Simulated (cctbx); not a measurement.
**Lattice, Laue class and space group of a new crystal**

Cell: a = 5.6290 Å, b = 16.4690 Å, c = 10.8360 Å, α = 90.00°, β = 90.00°, γ = 90.00°. Expected content of the cell: Bi16 Cd8 O40.

The data are simulated with cctbx, not measured: synchrotron X-rays, λ = 0.6889 Å, to d = 0.65 Å, 80 % of the full sphere, strongest reflection 40000 counts, noise from counting, a 3 % proportional error and a noise floor of 15 counts (s.d.); no absorption.

A first pass over the reflections prints:

```text
12290 reflections to d = 0.650 A
centring   violations  <I/sigma> of those
    A       3545 of  6144      8.5
    B       3559 of  6112      8.5
    C       3596 of  6162      8.2
    I       3161 of  6159      6.9
    R       4752 of  8198      8.5
    F       5350 of  9209      8.4
Laue class    unique    Rint  (classes that these axes allow; Friedel mates merged)
P -1             7354   0.038
P 1 2/m 1        3944   0.044
P 1 1 2/m        3988   0.044
P 2/m 1 1        4126   0.044
P m m m          2231   0.048
space group    extra absences  I>4sigma  <I/sigma>
P 2 2 2                 0          0         -  acentric
P 2 2 21               11          0       0.1  acentric
P 21 2 2                6          0      -0.0  acentric
P 2 21 2               16          0       0.0  acentric
P 21 21 2              22          0       0.0  acentric
P 2 21 21              27          0       0.1  acentric
P 21 2 21              17          0       0.1  acentric
P 21 21 21             33          0       0.0  acentric
P m m 2                 0          0         -  acentric
P 2 m m                 0          0         -  acentric
P m 2 m                 0          0         -  acentric
P m c 21              179          0      -0.1  acentric
P 21 m a              264          0       0.1  acentric
P b 21 m              535          0      -0.0  acentric
P b m 2               535          0      -0.0  acentric
P 2 c m               179          0      -0.1  acentric
P m 2 a               264          0       0.1  acentric
P b c 21              714          0      -0.0  acentric
P 21 c a              443          0       0.0  acentric
P b 21 a              799          0       0.0  acentric
P m m m                 0          0         -  centric
P m m a               264          0       0.1  centric
P b m m               535          0      -0.0  centric
P m c m               179          0      -0.1  centric
P b c m               714          0      -0.0  centric
P m c a               443          0       0.0  centric
P b m a               799          0       0.0  centric
P b c a               978          0       0.0  centric
Wilson B = 1.25 A^2   <|E^2-1|> = 0.950 (0.968 centric, 0.736 acentric)   E^2>4: 3.4 %
shell (A)         n   <I/sigma>
16.47 - 1.30    323     21.2
 1.30 - 1.03    280     24.1
 1.03 - 0.90    284     21.4
 0.90 - 0.82    264     19.3
 0.82 - 0.76    272     16.5
 0.76 - 0.72    264     15.1
 0.72 - 0.68    270     13.3
 0.68 - 0.65    274     11.8
```

**Question.** What are the lattice type, the Laue class and the likely space group?

Every centring test has many violations, so the lattice is primitive.

Rint stays low (0.038 to 0.048) up to P m m m, the highest class in these axes.

28 settings pass the absence test. The most absences obeyed, 978, belong to P b c a alone.

⟨|E²−1|⟩ = 0.950 leans to a centrosymmetric structure. The Wilson B of 1.25 Å² means U ≈ 0.0158 Å².

The true group is Pbca (no. 61), Laue class mmm, centrosymmetric. The tables fix it.

The model is made up (kin elements in a known structure type, no relaxation), so it says nothing on whether the phase exists.

[Logs are printed without paths, hosts, clocks, repeated set-up lines and the standing remarks that a program may print on its own settings, such as how far it seeks lower states.]
